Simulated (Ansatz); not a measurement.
# Calculated records

```json
{"subject": "Quasiparticle gap of Si2MoN4 (MoSi2N4-type monolayer)", "lattice_ang": [[2.8899, 0.0, -0.0], [-1.4449, 2.5027, -0.0], [0.0, 0.0, 37.1]], "atoms": [["Mo", 1.0, 1.0, 0.5], ["N", 0.3333, 0.6667, 0.5333], ["N", 0.3333, 0.6667, 0.4667], ["Si", 0.3333, 0.6667, 0.5802], ["Si", 0.3333, 0.6667, 0.4198], ["N", 0.6667, 0.3333, 0.5939], ["N", 0.6667, 0.3333, 0.4061]], "method": "G0W0 on HSE06, plane waves, PAW (and 1 further level or step)", "program": "Ansatz 0.2.0", "settings_of_one_run": "cutoff 420 eV, 9×9×1 k-mesh, default PAW, empty bands 326, screening cutoff 66 eV, screening contour deformation, QP bands (v2, c2)", "cost": "2 runs, 2.5 min in all on 1 × NVIDIA H100 80GB HBM3 (shared by 6 runs) with 3 threads of AMD EPYC 7R13 (Zen 3), shared host (the runs of this entry)", "notes": "In doubt: masses and optical values from hybrid runs of this build are listed as unsure (in some of the runs), which bears on the screening that GW takes from such a start. Values taken over the cell’s volume include its vacuum. The structure was relaxed with PBEsol. Limits: coarse mesh for a sheet; no spin-orbit coupling. Bands and cutoff are finite, so the gap is not at the basis limit. The miss can reach some tenths of an eV and take either sign; the mesh is an error of its own. The mesh in the plane is coarse for a sheet; gap and any exciton binding can still move on denser ones.", "results": {"hse06_gap": "2.29 eV, indirect", "g0w0_gap_on_the_mesh": "2.83 eV, from k = Γ to k = (0.333, 0.333, 0.000)", "gw_settings": "9×9×1 mesh, 326 empty bands, screening to 66 eV", "known_limits": "not at the basis limit; coarse mesh for a sheet; no spin-orbit coupling"}}
```

[Paths, hosts, dates, memory and timing lines, banners, echoed tables and standing remarks are left out of the program output.]

[Logs are printed without paths, hosts, clocks, repeated set-up lines and the standing remarks that a program may print on its own settings, such as how far it seeks lower states.]

[Runs of the session that timed out or met a known fault of the program may be left out.]

[Cells called generated may have been cut or substituted from an entry of the Crystallography Open Database or the Materials Project.]

[Hosts, paths, dates, database ids (printed as entryN), source tags and the programs' standing remarks are cut or masked in the printed files.]
